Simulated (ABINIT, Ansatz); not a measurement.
# LiCNO (R3m): G0W0 with ABINIT, start to end

Wanted: ground state, empty states, screening and self-energy for LiCNO (R3m).

Program: ABINIT 10.8.3. Level of theory: PBEsol and many-body steps on it, plane waves. Results are calculated unless marked as measured.

### Step 1. The starting structure

The structure is trigonal, space group R3m (No. 160). The conventional cell has a = 3.288 Å, b = 3.288 Å, c = 14.286 Å, α = 90.00°, β = 90.00°, γ = 120.00°. Nearest to Li lie 3 N at 2.18 Å and 3 O at 2.28 Å. C has 1 N at 1.19 Å and 1 O at 1.23 Å nearest. N has 1 C at 1.19 Å and 3 Li at 2.18 Å nearest. Nearest to O lie 1 C at 1.23 Å and 3 Li at 2.28 Å. Farther neighbours and most contacts between anions are not listed.

The cell and positions are those that the Materials Project relaxed with its own functionals (PBE, PBE+U or r2SCAN), kept fixed.

### Step 2. Ground state

This step: ABINIT 10.8.3; DFT, PBEsol, plane waves, norm-conserving pseudopotentials.

The ground-state density comes first.

Input file run.abi:

```
acell 3*1.0 Angstrom
rprim 
  1.643988180588 0.949157018607 4.762053928800
  -1.643988180588 0.949157018607 4.762053928800
  0.000000000000 -1.898314037214 4.762053928800
ntypat 4
znucl 3 6 7 8
natom 4
typat 1 2 3 4
xred 
  0.005259000000 0.005259000000 0.005259000000
  0.497462000000 0.497462000000 0.497462000000
  0.413960000000 0.413960000000 0.413960000000
  0.583333333333 0.583333333333 0.583333333333
pp_dirpath "pseudos"
pseudos "Li.upf, C.upf, N.upf, O.upf"
ecut 37
ngkpt 8 8 8
nshiftk 1
shiftk 0 0 0
kptopt 1
chksymbreak 0
nband 15
occopt 1
tolvrs 1e-10
nstep 60
prtwf 0
optforces 0
optstress 0
indata_prefix "in"
outdata_prefix "out"
tmpdata_prefix "tmp"
```

Launch:

```bash
$ OMP_NUM_THREADS=1 mpirun -n 4 abinit run.abi > log
```

Numbers of over 12 decimals in the logs are rounded to 6 here.

The log of the run:

```text
.Version 10.8.3 of ABINIT. v10.8.2 released Aug 2026.

 Symmetries : space group R3 m (#160); Bravais hR (rhombohedral)
================================================================================
 Values of the parameters that define the memory need of the present run
     intxc =       0    ionmov =       0      iscf =       7    lmnmax =       5
     lnmax =       5     mgfft =      54  mpssoang =       3    mqgrid =    3001
     natom =       4  nloc_mem =       1    nspden =       1   nspinor =       1
    nsppol =       1      nsym =       6    n1xccc =    2501    ntypat =       4
    occopt =       1   xclevel =       2
-    mband =          15        mffmem =           1         mkmem =          17
       mpw =        3268          nfft =      157464          nkpt =          65
================================================================================
  Rough estimation (10% accuracy) of disk space for files :
================================================================================

--------------------------------------------------------------------------------
------------- Echo of variables that govern the present computation ------------
--------------------------------------------------------------------------------
 -outvars: echo values of preprocessed input variables --------
            acell      1.8897261259E+00  1.8897261259E+00  1.8897261259E+00 Bohr

      chksymbreak           0
             ecut      3.70000000E+01 Hartree
-          fftalg         312

              ixc     -116133
              kpt      0.00000000E+00  0.00000000E+00  0.00000000E+00
                       1.25000000E-01  0.00000000E+00  0.00000000E+00
                       2.50000000E-01  0.00000000E+00  0.00000000E+00
                       3.75000000E-01  0.00000000E+00  0.00000000E+00
                       5.00000000E-01  0.00000000E+00  0.00000000E+00
                       1.25000000E-01  1.25000000E-01  0.00000000E+00
                       2.50000000E-01  1.25000000E-01  0.00000000E+00
                       3.75000000E-01  1.25000000E-01  0.00000000E+00
                       5.00000000E-01  1.25000000E-01  0.00000000E+00
   [... 39 further rows ...]
                       5.00000000E-01  2.50000000E-01  2.50000000E-01
                      -3.75000000E-01  2.50000000E-01  2.50000000E-01
                       outvar_i_n : Printing only first  50 k-points.
         kptrlatt        8    0    0      0    8    0      0    0    8
          kptrlen      4.97069986E+01
P           mkmem          17
            natom           4
            nband          15
            ngfft          54      54      54
             nkpt          65
            nstep          60
             nsym           6
           ntypat           4
              occ      2.000000  2.000000  2.000000  2.000000  2.000000  2.000000
                       2.000000  2.000000  2.000000  0.000000  0.000000  0.000000
[...]
optforces           0
        optstress           0
            prtwf           0
            rprim      1.6439881806E+00  9.4915701861E-01  4.7620539288E+00
[...]
spgroup         160

           tolvrs      1.00000000E-10

             xred      5.2590000000E-03  5.2590000000E-03  5.2590000000E-03
[...]
znucl        3.00000    6.00000    7.00000    8.00000

================================================================================

 chkinp: Checking input parameters for consistency.

================================================================================
== DATASET  1 ==================================================================
-   mpi_nproc: 4, omp_nthreads: 1 (-1 if OMP is not activated)

--- !DatasetInfo
iteration_state: {dtset: 1, }
dimensions: {natom: 4, nkpt: 65, mband: 15, nsppol: 1, nspinor: 1, nspden: 1, mpw: 3268, }
cutoff_energies: {ecut:  37.0, pawecutdg:  -1.0, }
electrons: {nelect:   1.80000000E+01, charge:   0.00000000E+00, occopt:   1.00000000E+00, tsmear:   1.00000000E-02, }

 Real(R)+Recip(G) space primitive vectors, cartesian coordinates (Bohr,Bohr^-1):
 R(1)=  3.1066874  1.7936468  8.9989777  G(1)=  0.1609431  0.0929206  0.0370412
 R(2)= -3.1066874  1.7936468  8.9989777  G(2)= -0.1609431  0.0929206  0.0370412
 R(3)=  0.0000000 -3.5872936  8.9989777  G(3)=  0.0000000 -0.1858411  0.0370412
 Unit cell volume ucvol=  3.0087002E+02 bohr^3
 Angles (23,13,12)=  3.74088131E+01  3.74088131E+01  3.74088131E+01 degrees

 getcut: wavevector=  0.0000  0.0000  0.0000  ngfft=  54  54  54
         ecut(hartree)=     37.000   => boxcut(ratio)=   2.03673

--- Pseudopotential description ------------------------------------------------
- Li Generated using ONCVPSP code by D. R. Hamann
-  3.00000   3.00000  180301                  znucl, zion, pspdat
12 -116133 1 -1 1944                          pspcod,pspxc,lmax,lloc,mmax
     nproj     2     2     0
  pspatm : epsatm=    2.60875052
         --- l  ekb(1:nproj) -->
[...]
pspatm: atomic psp has been read  and splines computed

- C Generated using ONCVPSP code by D. R. Hamann
-  6.00000   4.00000  180301                  znucl, zion, pspdat
12 -116133 1 -1 1248                          pspcod,pspxc,lmax,lloc,mmax
     nproj     2     2     0
  pspatm : epsatm=    4.34909242
         --- l  ekb(1:nproj) -->
[...]
pspatm: atomic psp has been read  and splines computed

- N Generated using ONCVPSP code by D. R. Hamann
-  7.00000   5.00000  180301                  znucl, zion, pspdat
12 -116133 1 -1 1058                          pspcod,pspxc,lmax,lloc,mmax
     nproj     2     2     0
  pspatm : epsatm=    5.26508482
         --- l  ekb(1:nproj) -->
[...]
pspatm: atomic psp has been read  and splines computed

- O Generated using ONCVPSP code by D. R. Hamann
-  8.00000   6.00000  180301                  znucl, zion, pspdat
12 -116133 2 -1 936                           pspcod,pspxc,lmax,lloc,mmax
     nproj     2     2     1
  pspatm : epsatm=    6.22910120
         --- l  ekb(1:nproj) -->
[...]
2   -1.335834
 pspatm: atomic psp has been read  and splines computed

   3.32136521E+02                                ecore*ucvol(ha*bohr**3)
--------------------------------------------------------------------------------

_setup2: Arith. and geom. avg. npw (full set) are    3233.705    3233.687

================================================================================

--- !BeginCycle
iteration_state: {dtset: 1, }
solver: {iscf: 7, nstep: 60, nline: 4, wfoptalg: 0, }
tolerances: {tolvrs: 1.00E-10, }

     iter   Etot(hartree)      deltaE(h)  residm     vres2
 ETOT  1  -39.842518817687    -3.984E+01 9.290E-02 2.308E+03
 ETOT  2  -39.811698908551     3.082E-02 4.839E-03 2.473E+03
 ETOT  3  -40.032319619257    -2.206E-01 1.201E-02 2.256E+02
 ETOT  4  -40.040657649357    -8.338E-03 2.885E-03 2.833E+01
 ETOT  5  -40.041642983191    -9.853E-04 1.162E-03 1.533E+01
 ETOT  6  -40.042292461578    -6.495E-04 7.463E-04 1.330E-01
 ETOT  7  -40.042296089630    -3.628E-06 7.916E-04 7.467E-03
 ETOT  8  -40.042296392577    -3.029E-07 4.185E-04 1.155E-04
 ETOT  9  -40.042296396568    -3.991E-09 3.547E-04 2.551E-05
 ETOT 10  -40.042296397009    -4.411E-10 1.668E-04 3.747E-06
 ETOT 11  -40.042296397106    -9.674E-11 1.157E-04 3.036E-07
 ETOT 12  -40.042296397116    -1.020E-11 5.335E-05 7.427E-09
 ETOT 13  -40.042296397116     6.182E-13 3.553E-05 3.838E-10
 ETOT 14  -40.042296397115     6.324E-13 1.668E-05 2.641E-11

 At SCF step   14       vres2   =  2.64E-11 < tolvrs=  1.00E-10 =>converged.

--- !ResultsGS
iteration_state: {dtset: 1, }
comment   : Summary of ground state results
lattice_vectors:
- [  3.1066874,   1.7936468,   8.9989777, ]
- [ -3.1066874,   1.7936468,   8.9989777, ]
- [  0.0000000,  -3.5872936,   8.9989777, ]
lattice_lengths: [   9.68764,    9.68764,    9.68764, ]
lattice_angles: [ 37.409,  37.409,  37.409, ] # degrees, (23, 13, 12)
lattice_volume:   3.0087002E+02
convergence: {deltae:  6.324E-13, res2:  2.641E-11, residm:  1.668E-05, diffor:  0.000E+00, }
etotal    :  -4.00422964E+01
entropy   :   0.00000000E+00
fermie    :  -2.63743554E-03
cartesian_stress_tensor: null
pressure_GPa: null
xred      :
- [  5.2590E-03,   5.2590E-03,   5.2590E-03, Li]
- [  4.9746E-01,   4.9746E-01,   4.9746E-01,  C]
- [  4.1396E-01,   4.1396E-01,   4.1396E-01,  N]
- [  5.8333E-01,   5.8333E-01,   5.8333E-01,  O]
cartesian_forces: null
force_length_stats: {min: null, max: null, mean: null, }

 Integrated electronic density in atomic spheres:
 ------------------------------------------------
 Atom  Sphere_radius  Integrated_density
[...]
4        2.00000          6.55823048
================================================================================

 ----iterations are completed or convergence reached----

 Mean square residual over all n,k,spin=   24.734E-09; max=  16.681E-06
 reduced coordinates (array xred) for    4 atoms
       0.005259000000      0.005259000000      0.005259000000
       0.497462000000      0.497462000000      0.497462000000
       0.413960000000      0.413960000000      0.413960000000
       0.583333333333      0.583333333333      0.583333333333
 rms dE/dt=  0.0000E+00; max dE/dt=  0.0000E+00; dE/dt below (all hartree)
    1       0.000000000000      0.000000000000      0.000000000000
    2       0.000000000000      0.000000000000      0.000000000000
    3       0.000000000000      0.000000000000      0.000000000000
    4       0.000000000000      0.000000000000      0.000000000000

 cartesian coordinates (angstrom) at end:
    1      0.000000    -0.000000     0.075131
    2     -0.000000     0.000000     7.106823
    3     -0.000000    -0.000000     5.913900
    4     -0.000000    -0.000000     8.333594
 length scales=  1.889726125908  1.889726125908  1.889726125908 bohr
              =  1.000000000000  1.000000000000  1.000000000000 angstroms
 prteigrs : about to open file out_EIG
 Fermi (or HOMO) energy (hartree) =  -0.00264   Average Vxc (hartree)=  -0.33753
 Eigenvalues (hartree) for nkpt=  65  k points:
 kpt#   1, nband= 15, wtk=  0.00195, kpt=  0.0000  0.0000  0.0000 (reduced coord)
  -1.56708   -0.77135   -0.59935   -0.27050   -0.14492   -0.14492   -0.12350   -0.00837
  -0.00837    0.16877    0.28662    0.28662    0.33939    0.47962    0.51960
 prteigrs : prtvol=0 or 1, do not print more k-points.

--- !EnergyTerms
iteration_state     : {dtset: 1, }
comment             : Components of total free energy in Hartree
kinetic             :  2.73032757152292E+01
hartree             :  1.17516753185053E+01
xc                  : -1.08469592370685E+01
Ewald energy        : -2.34817030277182E+01
psp_core            :  1.10392029182113E+00
local_psp           : -3.75140987029363E+01
non_local_psp       : -8.35840675494756E+00
total_energy        : -4.00422963971149E+01
total_energy_eV     : -1.08960639343795E+03
band_energy         : -7.46247759852575E+00

== END DATASET(S) ==============================================================
================================================================================

 -outvars: echo values of variables after computation  --------
           etotal     -4.0042296397E+01
            nband          15
             nkpt          65
          spgroup         160
 [... the other variables as echoed above ...]

 Calculation completed.
```

It took 61 s on 4 MPI ranks of Intel Xeon 6975P-C (Granite Rapids), shared host; peak memory 0.48 GiB; 4 min of CPU time.

Numbers from this step:

- total energy: -1089.6064 eV
- gap: 4.664 eV
- k of the valence top: 0.5, 0.5, 0.5
- k of the conduction bottom: 0, 0, 0
- least direct gap: 4.820 eV

The gap is indirect, with the least direct gap 0.16 eV higher.

(Continued in part 2 of 3.)

[Paths, hosts, dates, memory and timing lines, banners, echoed tables and standing remarks are left out of the program output.]

[Logs are printed without paths, hosts, clocks, repeated set-up lines and the standing remarks that a program may print on its own settings, such as how far it seeks lower states.]

[Runs of the session that timed out or met a known fault of the program may be left out.]

[Hosts, paths, dates, database ids (printed as entryN), source tags and the programs' standing remarks are cut or masked in the printed files.]

[G0W0 gaps are taken among the corrected bands and points alone; a level outside them can change the order at an edge.]

[Where Ansatz stands beside ABINIT at settings called matched, ABINIT's density can come from a denser mesh and the files from another edition; pairs whose starting gaps differed by over 0.03 eV were left out, so agreement reads better than it is.]
